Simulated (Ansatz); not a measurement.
# Tetragonal SnO monolayer in a perpendicular field, part 2 of 2

Wanted: the out-of-plane response of the tetragonal SnO monolayer. A positive field points along +c.

Ansatz 0.2.0; plane-wave DFT, PBE-D3(BJ), Ansatz PAW.

So far. Step 2 (Relaxing the slab): The lattice constant a goes from 3.850 to 3.822 Å.

## Step 3: Atoms held, field 0

A sawtooth potential applies the field, turning back in the middle of the vacuum. With the dipole correction the typed value is the field outside the slab. The induced dipole is small, so the SCF threshold is tight.

The cell differs from the one that the last finished run ended in (c 33.814 → 20.363 Å).

input.yaml reads:

```yaml
crystal:
  lattice:
    - [3.8219401332, 0.0, 0.0]
    - [0.0, 3.8219401332, 0.0]
    - [0.0, 0.0, 20.3630370671]
  atoms:
    - { symbol: Sn, position: [0.5, 0.0, 0.441977293] }
    - { symbol: O, position: [0.0, 0.0, 0.5] }
    - { symbol: O, position: [0.5, 0.5, 0.5] }
    - { symbol: Sn, position: [0.0, 0.5, 0.558022707] }
kpoints:
  mp_grid: { grid: [12, 12, 1] }
  band_path:
    path: [[0, 0, 0], [0.5, 0, 0], [0.5, 0.5, 0], [0, 0, 0]]
    npoints: 16
hamiltonian:
  xc: pbe
  dispersion: d3bj
scf:
  occupations: { method: fermi_dirac, width: 0.02585 }
  convergence: { dr2_threshold: 1.0e-10 }
efield:
  axis: 3
  dipole_correction: true
  ramp_position: 0.97
  ramp_width: 0.06
  amplitude: 0
output:
  dos: { projected: true, e_range: [-6, 5] }
  write_potential: true
  write_density: true
  volumetric_format: npy
  elf: true
```

On the command line:

```sh
ansatz run input.yaml --threads 2 --pin off --max-ram 3072MiB --backend cpu --events-out ev --progress --plain --runs-dir out
```

Numbers of over 12 decimals in the logs are rounded to 6 here.

What it wrote:

```text
[...]
Crystal: 4 atoms, lattice volume = 297.447 Å³
Basis set: ecut = 420 eV, 5813 PW (Γ)
Bands: 24, of which v1, the nominal top of the filled ones, is band 20 counted from 1 (19 counted from 0)
Symmetry: 8 space group operations
k-points: 28 of 144
[...]
SCF iter   1: F=—  HF=-13183.812692 eV  |F-HF|=—  |Δ(HF+E_count)|=         —  Δρ=2.03e-3  dr2=3.03e-2  ethr=1.77e-3  p=0.000 e·Å  D=2.97e-14 V/Å  ΔV_dip=-0.00 eV  dr2_dipole=3.81e-10  V_vac-E_F(+/−)=3.62/3.62 eV  ⟨swp⟩=7.2  Hψ=3185  notcnv=0
efield: sawtooth ramp at fractional position 0.9700 (set: `efield.ramp_position`, or a place that a band, a saddle search or an elastic batch's reference lends), width 0.0600; the density the first Hamiltonian is built on has a dipole p = 0.000 e·Å; the dipole correction subtracts the counter field D = 2.97e-14 V/Å, which shifts the + side's vacuum level by -0.00 eV against the − side's; the planar-averaged density in the ramp window peaks in size at 2.0e-5 e/Å³
[...]
SCF iter   2: F=—  HF=-13183.812817 eV  |F-HF|=—  |Δ(HF+E_count)|=   1.25e-4  Δρ=2.25e-3  dr2=1.60e-2  ethr=7.56e-5  p=0.000 e·Å  D=6.75e-6 V/Å  ΔV_dip=-0.00 eV  dr2_dipole=1.12e-9  V_vac-E_F(+/−)=3.84/3.84 eV  ⟨swp⟩=4.8  Hψ=1821  notcnv=0
[...]
SCF iter  10: F=-13183.812018 eV  HF=-13183.812018 eV  |F-HF|=2.91e-11  |Δ(HF+E_count)|=  2.55e-11  Δρ=2.71e-8  dr2=1.78e-12  ethr=1.00e-12  p=-0.000 e·Å  D=-1.02e-8 V/Å  ΔV_dip=0.00 eV  dr2_dipole=3.24e-15  V_vac-E_F(+/−)=3.86/3.86 eV  ⟨swp⟩=5.1  Hψ=1926  notcnv=0
SCF 1 converged in 10 iterations: F = -13183.812018 eV  dr2 = 1.78e-12
[...]
NSCF: frozen V_eff on 49 k-points
efield: sawtooth ramp at fractional position 0.9700 (kept from the solve that this one continues, or follows in the run), width 0.0600; the density the first Hamiltonian is built on has a dipole p = -0.000 e·Å; the dipole correction subtracts the counter field D = -1.02e-8 V/Å, which shifts the + side's vacuum level by +0.00 eV against the − side's; the planar-averaged density in the ramp window peaks in size at 2.4e-6 e/Å³
[...]
SCF converged after 10 iterations
Free energy (F): -13183.812018 eV
[...]
Internal energy: -13183.812018 eV  (E = F + TS)
E sigma→0 (E₀):  -13183.812018 eV
Fermi energy:    -0.506484 eV
Dipole field:    D = 0.000000 V/Å  (p = 0.000000 e·Å, saw-weighted, corrected)
Work function:   Φ+ = 3.8572 eV   Φ− = 3.8572 eV
Levels:          The Fermi level and band energies are counted from a zero that moves with the ramp; work functions are not
[...]
--- Band table (eV; the first three rows and the last of 28) ---
  k-point 0: bands = [... 16 lower, -4.1071, -3.7023, -3.7023, -2.0973, 1.0693, 1.1554, 3.2046, 3.2435]
  k-point 1: bands = [... 16 lower, -4.2016, -3.7637, -3.6811, -2.0875, 1.2346, 1.2983, 3.1759, 3.3206]
  k-point 2: bands = [... 16 lower, -4.3818, -3.9407, -3.6449, -2.0663, 1.6673, 1.6694, 2.5814, 3.5429]
  k-point 27: bands = [... 16 lower, -3.0577, -3.0577, -2.7251, -2.7251, 1.0744, 1.0744, 3.1831, 3.1831]
```

Elapsed: 13 s, on 2 threads of Intel Xeon Platinum 8375C at 2.90GHz (Ice Lake), shared host; peak memory 0.64 GiB.

In the SCF lines HF is the Harris–Foulkes energy and dr2 the Hartree energy of the density residual, in eV; the loop may stop once dr2 is under the threshold and the program's other checks hold. Hψ counts applications of the Hamiltonian.

This step gave:

```
gap on the k-mesh                  : 3.055 eV
dipole along the normal            : 8.64e-8 e·Å
gap along the path                 : 3.045 eV
smallest direct gap along the path : 3.167 eV
ionisation energy, upper face      : 5.402 eV
electron affinity, upper face      : 2.357 eV
gap, the smaller of path and mesh  : 3.045 eV
```

Running mean over a fixed 2.7 Å (it still follows the layers) of the planar mean; the ramp of the sawtooth is left out. Electron's electrostatic potential energy less the Fermi level against z:

| z (Å) | electron's electrostatic potential energy less the Fermi level (eV) |
| --- | --- |
| 3.0 | 3.86 |
| 3.5 | 3.86 |
| 4.0 | 3.86 |
| 4.5 | 3.86 |
| 5.0 | 3.85 |
| 5.5 | 3.83 |
| 6.0 | 3.77 |
| 6.5 | 3.54 |
| 7.0 | 2.77 |
| 7.5 | 1.66 |
| 8.0 | 0.683 |
| 8.5 | -0.864 |
| 9.0 | -2.95 |
| 9.5 | -4.35 |
| 10.0 | -4.34 |
| 10.5 | -4.40 |
| 11.0 | -4.12 |
| 11.5 | -2.39 |
| 12.0 | -0.344 |
| 12.5 | 0.976 |
| 13.0 | 1.94 |
| 13.5 | 3.05 |
| 14.0 | 3.63 |
| 14.5 | 3.79 |
| 15.0 | 3.84 |
| 15.5 | 3.85 |
| 16.0 | 3.86 |
| 16.5 | 3.86 |
| 17.0 | 3.86 |
| 17.5 | 3.86 |

The density of states has structure finer than the step of the table below, so its rows give means over 0.25 eV, whole bins alone (the curve runs from -6 to 3.37 eV). Peaks (eV: height): -5.390: 4.12, -3.380: 3.80, -1.560: 17.9, 1.720: 9.76.

Density of states against energy, zero at the Fermi level of the run, which the smearing sets inside the gap; means over each step:

| energy (eV) | density of states (states/eV a cell) |
| --- | --- |
| -5.75 | 2.41 |
| -5.50 | 3.33 |
| -5.25 | 3.02 |
| -5.00 | 1.72 |
| -4.75 | 1.63 |
| -4.50 | 2.01 |
| -4.25 | 1.87 |
| -4.00 | 1.87 |
| -3.75 | 1.89 |
| -3.50 | 2.28 |
| -3.25 | 2.64 |
| -3.00 | 3.21 |
| -2.75 | 3.07 |
| -2.50 | 1.87 |
| -2.25 | 2.30 |
| -2.00 | 2.11 |
| -1.75 | 2.43 |
| -1.50 | 3.15 |
| -1.25 | 0 |
| -1.00 | 0 |
| -0.75 | 0 |
| -0.50 | 0 |
| -0.25 | 0 |
| 0.00 | 0 |
| 0.25 | 0 |
| 0.50 | 0 |
| 0.75 | 0 |
| 1.00 | 0 |
| 1.25 | 0 |
| 1.50 | 1.37 |
| 1.75 | 5.53 |
| 2.00 | 3.07 |
| 2.25 | 2.89 |
| 2.50 | 2.29 |
| 2.75 | 1.25 |
| 3.00 | 1.43 |

Projected DOS per atom over height of the atomic layer and energy from the Fermi level. Layers: Sn O2 Sn from below.

Ten even steps from '_' (0.00 states/eV) to '@' (1.60 states/eV), each cell a mean:
```
::__::
--__--
**..**
@@::@@
::__::
______
______
______
______
______
______
==--==
==::==
==::==
::**::
..**..
__++__
__++__
__++__
..==..
::##::
::++::
```
Columns: height of the atomic layer (Å) from 9 to 11.4; rows upwards: energy from the Fermi level (eV) from -5.96 to 3.31.

Electronic bands along the path, in eV, zero at the Fermi level of the run, which the smearing sets inside the gap:

| point | band 17 | band 18 | band 19 | band 20 | band 21 | band 22 | band 23 | band 24 |
| --- | --- | --- | --- | --- | --- | --- | --- | --- |
| Γ | -3.60 | -3.20 | -3.20 | -1.59 | 1.58 | 1.66 | 3.71 | 3.75 |
| halfway | -4.10 | -3.71 | -3.03 | -1.55 | 2.47 | 2.53 | 2.76 | 3.76 |
| X | -4.82 | -4.82 | -2.07 | -2.07 | 1.68 | 1.68 | 4.27 | 4.27 |
| halfway | -3.41 | -3.41 | -2.11 | -2.11 | 1.73 | 1.73 | 4.07 | 4.07 |
| M | -2.55 | -2.55 | -2.22 | -2.22 | 1.58 | 1.58 | 3.69 | 3.69 |
| halfway | -4.62 | -3.10 | -2.82 | -1.59 | 1.97 | 3.16 | 3.36 | 3.53 |
| Γ | -3.60 | -3.20 | -3.20 | -1.59 | 1.58 | 1.66 | 3.71 | 3.75 |

ELF in the ca plane at fractional y = 0.000, with atoms of Sn and O within 0.2 Å of it. It is the smooth field of the valence electrons, not physical close to the nuclei.

Ten even steps from '0' (0.00) to '9' (0.95), each cell a mean:
```
00000000000000000111148768620000000000000000
00000000000000246664225887410000000000000000
00000000000013689864322343100000000000000000
00000000000137999853112110000000000000000000
00000000000158999741001210000000000000000000
00000000000148999741001210000000000000000000
00000000000025899854222121000000000000000000
00000000000002478864323675300000000000000000
00000000000000012332137888510000000000000000
00000000000000000000158648620000000000000000
```
Columns run along c (16.0 Å, from fractional 0.08 to 0.86 of the cell), rows up along a (3.8 Å). Atoms in or near the plane, at fractional coordinates: Sn at (0.44, 0.50), O at (0.50, 0.00).

Electrostatic potential energy in the ca plane at fractional y = 0.000, with atoms of Sn and O within 0.2 Å of it. With pseudopotentials it is smooth inside the atoms' cores, unlike the true potential.

Ten even steps from '0' (-20 eV) to '9' (3 eV), each cell a mean:
```
99999999999999999998883001899999999999999999
99999999999999999987666437999999999999999999
99999999999999999862002689999999999999999999
99999999999999999732772278999999999999999999
99999999999999999717995168999999999999999999
99999999999999999725994168999999999999999999
99999999999999999850221479999999999999999999
99999999999999999975335779999999999999999999
99999999999999999998885004899999999999999999
99999999999999999999982000799999999999999999
```
Columns run along c (16.0 Å, from fractional 0.08 to 0.86 of the cell; values clipped at the 3rd and 97th percentile), rows up along a (3.8 Å). Atoms in or near the plane, at fractional coordinates: Sn at (0.44, 0.50), O at (0.50, 0.00).

Valence density in the ca plane at fractional y = 0.000, with atoms of Sn and O within 0.2 Å of it. It is the smooth field of the valence electrons, not physical close to the nuclei.

Values in units of 1e0 e/Å³, 6 rows by 16 columns, each cell a mean:
```
0.0 0.0 0.0 0.0 0.0 0.0 0.0 0.2 2.7 1.1 0.0 0.0 0.0 0.0 0.0 0.0
0.0 0.0 0.0 0.0 0.0 0.0 0.2 1.1 0.5 0.1 0.0 0.0 0.0 0.0 0.0 0.0
0.0 0.0 0.0 0.0 0.0 0.0 0.6 8.2 1.5 0.0 0.0 0.0 0.0 0.0 0.0 0.0
0.0 0.0 0.0 0.0 0.0 0.0 0.5 5.5 1.1 0.0 0.0 0.0 0.0 0.0 0.0 0.0
0.0 0.0 0.0 0.0 0.0 0.0 0.1 0.5 0.7 0.3 0.0 0.0 0.0 0.0 0.0 0.0
0.0 0.0 0.0 0.0 0.0 0.0 0.0 0.2 3.8 1.6 0.1 0.0 0.0 0.0 0.0 0.0
```
Columns run along c (16.0 Å, from fractional 0.08 to 0.86 of the cell), rows up along a (3.8 Å). Atoms in or near the plane, at fractional coordinates: Sn at (0.44, 0.50), O at (0.50, 0.00).

The gap is 3.05 eV, with the valence edge 5.40 eV and the conduction edge 2.36 eV under the upper vacuum level.

## Step 4: Single point, field 0.1 V/Å

input.yaml, as its differences from that of step 3:

```diff
@@ -26,5 +26,4 @@
   ramp_width: 0.06
-  amplitude: 0
+  amplitude: 0.1
 output:
-  dos: { projected: true, e_range: [-6, 5] }
   write_potential: true
@@ -32,2 +31 @@
   volumetric_format: npy
-  elf: true
```

What it wrote:

```text
[...]
Crystal: 4 atoms, lattice volume = 297.447 Å³
Basis set: ecut = 420 eV, 5813 PW (Γ)
Bands: 24, of which v1, the nominal top of the filled ones, is band 20 counted from 1 (19 counted from 0)
Symmetry: 8 space group operations
k-points: 28 of 144
[...]
--- Band table (eV; the first three rows and the last of 28) ---
  k-point 0: bands = [... 16 lower, -4.1080, -3.7032, -3.7032, -2.0984, 1.0476, 1.1716, 2.9030, 3.4851]
  k-point 1: bands = [... 16 lower, -4.2026, -3.7647, -3.6821, -2.0885, 1.2072, 1.3197, 2.9694, 3.2491]
  k-point 2: bands = [... 16 lower, -4.3828, -3.9416, -3.6460, -2.0671, 1.6127, 1.7163, 2.5787, 3.2363]
  k-point 27: bands = [... 16 lower, -3.0603, -3.0570, -2.7506, -2.7013, 1.0731, 1.0731, 3.1825, 3.1825]
[key lines of the parts left out:]
SCF converged after 13 iterations
Free energy (F): -13183.813986 eV
Fermi energy:    -0.507815 eV
Dipole field:    D = 0.023952 V/Å  (p = 0.039372 e·Å, saw-weighted, corrected)
```

Elapsed: 14 s, on 2 threads; peak memory 0.62 GiB.

The dipole is 0.0394 e·Å, and the gap 3.044 eV.

## Step 5: Atoms held, field -0.1 V/Å

input.yaml, as its differences from that of step 4:

```diff
@@ -26,3 +26,3 @@
   ramp_width: 0.06
-  amplitude: 0.1
+  amplitude: -0.1
 output:
```

What it wrote:

```text
[...]
Crystal: 4 atoms, lattice volume = 297.447 Å³
Basis set: ecut = 420 eV, 5813 PW (Γ)
Bands: 24, of which v1, the nominal top of the filled ones, is band 20 counted from 1 (19 counted from 0)
Symmetry: 8 space group operations
k-points: 28 of 144
[...]
--- Band table (eV; the first three rows and the last of 28) ---
  k-point 0: bands = [... 16 lower, -4.1080, -3.7032, -3.7032, -2.0984, 1.0476, 1.1716, 2.9030, 3.4851]
  k-point 1: bands = [... 16 lower, -4.2026, -3.7647, -3.6821, -2.0885, 1.2072, 1.3197, 2.9694, 3.2491]
  k-point 2: bands = [... 16 lower, -4.3828, -3.9416, -3.6460, -2.0671, 1.6127, 1.7163, 2.5787, 3.2363]
  k-point 27: bands = [... 16 lower, -3.0603, -3.0570, -2.7506, -2.7013, 1.0730, 1.0730, 3.1825, 3.1825]
[key lines of the parts left out:]
SCF converged after 13 iterations
Free energy (F): -13183.813986 eV
Fermi energy:    -0.507815 eV
Dipole field:    D = -0.023952 V/Å  (p = -0.039372 e·Å, saw-weighted, corrected)
```

The job ended after 15 s (2 threads; peak memory 0.61 GiB; 30 s of CPU time).

The dipole is -0.0394 e·Å, and the gap 3.044 eV.

## Step 6: Response, atoms held

This step: plane-wave DFT, PBE-D3(BJ), Ansatz PAW; response to a field along the normal, atoms held (Ansatz 0.2.0).

The dipoles give the slope, and the difference of two potentials shows where the field is screened.

Numbers from this step:

```yaml
equivalent_conductor_thickness_p_eps_0ae: 4.877 Å
distance_between_the_outer_atoms: 2.363 Å
```

Dipole of the cell against applied field:

| applied field (V/Å) | dipole of the cell (e·Å) |
| --- | --- |
| -0.1000 | -0.0394 |
| 0.0000 | 8.6e-8 |
| 0.1000 | 0.0394 |

Local field over the applied field, running mean. From the potentials at -0.1 and 0.1 V/Å; running mean over 2.5 Å. Table of local field over applied field by z:

z (Å), local field over applied field and a bar from the least value:
```
      4.5      0.995 ##############################
      5.0      0.986 ##############################
      5.5      0.966 #############################
      6.0      0.919 ###########################
      6.5      0.828 ########################
      7.0      0.690 ####################
      7.5      0.538 ##############
      8.0      0.392 #########
      8.5      0.261 #####
      9.0      0.174 ##
      9.5      0.134 #
     10.0      0.120 
     10.5      0.122 
     11.0      0.142 #
     11.5      0.192 ##
     12.0      0.294 ######
     12.5      0.432 ###########
     13.0      0.579 ################
     13.5      0.731 #####################
     14.0      0.858 #########################
     14.5      0.935 ############################
     15.0      0.973 #############################
     15.5      0.990 ##############################
     16.0      0.996 ##############################
```

Electrons, planar mean, per unit field. Induced electron density against z:

z (Å), induced electron density (e/Å³ per V/Å) and a bar from the least value:
```
     4.10    0.00001 ###############
     4.53    0.00002 ###############
     4.95    0.00006 ###############
     5.37    0.00013 ################
     5.80    0.00029 ################
     6.22    0.00061 ##################
     6.65    0.00121 #####################
     7.07    0.00213 ##########################
     7.49    0.00297 ##############################
     7.92    0.00258 ############################
     8.34    0.00049 #################
     8.77    0.00024 ################
     9.19    0.00075 ###################
     9.62    0.00053 ##################
    10.04   -0.00079 ###########
    10.32    0.00079 ###################
    10.75   -0.00053 ############
    11.17   -0.00075 ###########
    11.60   -0.00024 ##############
    12.02   -0.00049 #############
    12.44   -0.00258 ##
    12.87   -0.00297 
    13.29   -0.00213 ####
    13.72   -0.00121 #########
    14.14   -0.00061 ############
    14.57   -0.00029 ##############
    14.99   -0.00013 ##############
    15.41   -0.00006 ###############
    15.84   -0.00002 ###############
    16.26   -0.00001 ###############
```

The smaller of the gaps on the path and on the k-mesh, counted as 0 under 0.03 eV; in a wide-gap layer a fall can come from a state in the tilted vacuum. The gap stays at 3.04 eV for applied field from -0.1 to 0.1 V/Å.

By hand: between -0.1 and 0.1 V/Å the dipole changes by 0.07874 e·Å, a slope of 0.3937 e·Å²/V. A perfect conductor of thickness t has p = ε₀AEt, so t = 180.95 × 0.3937 / 14.607 = 4.88 Å (e/ε₀ = 180.95 V·Å, A in Å²).

The induced dipole is that of a conductor 4.88 Å thick.

## Step 7: Summary of results

- gap without field: 3.05 eV
- ionisation energy, upper face: 5.40 eV
- electron affinity, upper face: 2.36 eV
- equivalent conductor thickness, atoms held: 4.88 Å

**Reading.** The induced dipole equals that of a perfect conductor 4.88 Å thick, while the outer atoms lie 2.36 Å apart; an out-of-plane ε follows only once a thickness t is chosen, by 1 − 1/ε = 4.88 Å / t. The gap stays within 0.01 eV of 3.05 eV over the fields run, up to 0.1 V/Å in size. Semilocal functionals give gaps that are too small, and excitons are not included. Spin-orbit coupling is left out, which matters for the bands of elements this heavy.

[Logs are printed without paths, hosts, clocks, repeated set-up lines and the standing remarks that a program may print on its own settings, such as how far it seeks lower states.]

[Hosts, paths, dates, database ids (printed as entryN), source tags and the programs' standing remarks are cut or masked in the printed files.]

[Maps of the electrostatic potential energy from Ansatz leave out the sawtooth potential of an applied field or a dipole correction, so their vacuum need not be flat; planar profiles and work functions include it.]

[The density of states shown here was stored with 400 of the rows of the run's finer table, so its peaks can read low, often by over a quarter, or be missed, and its means over a window can be off by a tenth or more.]
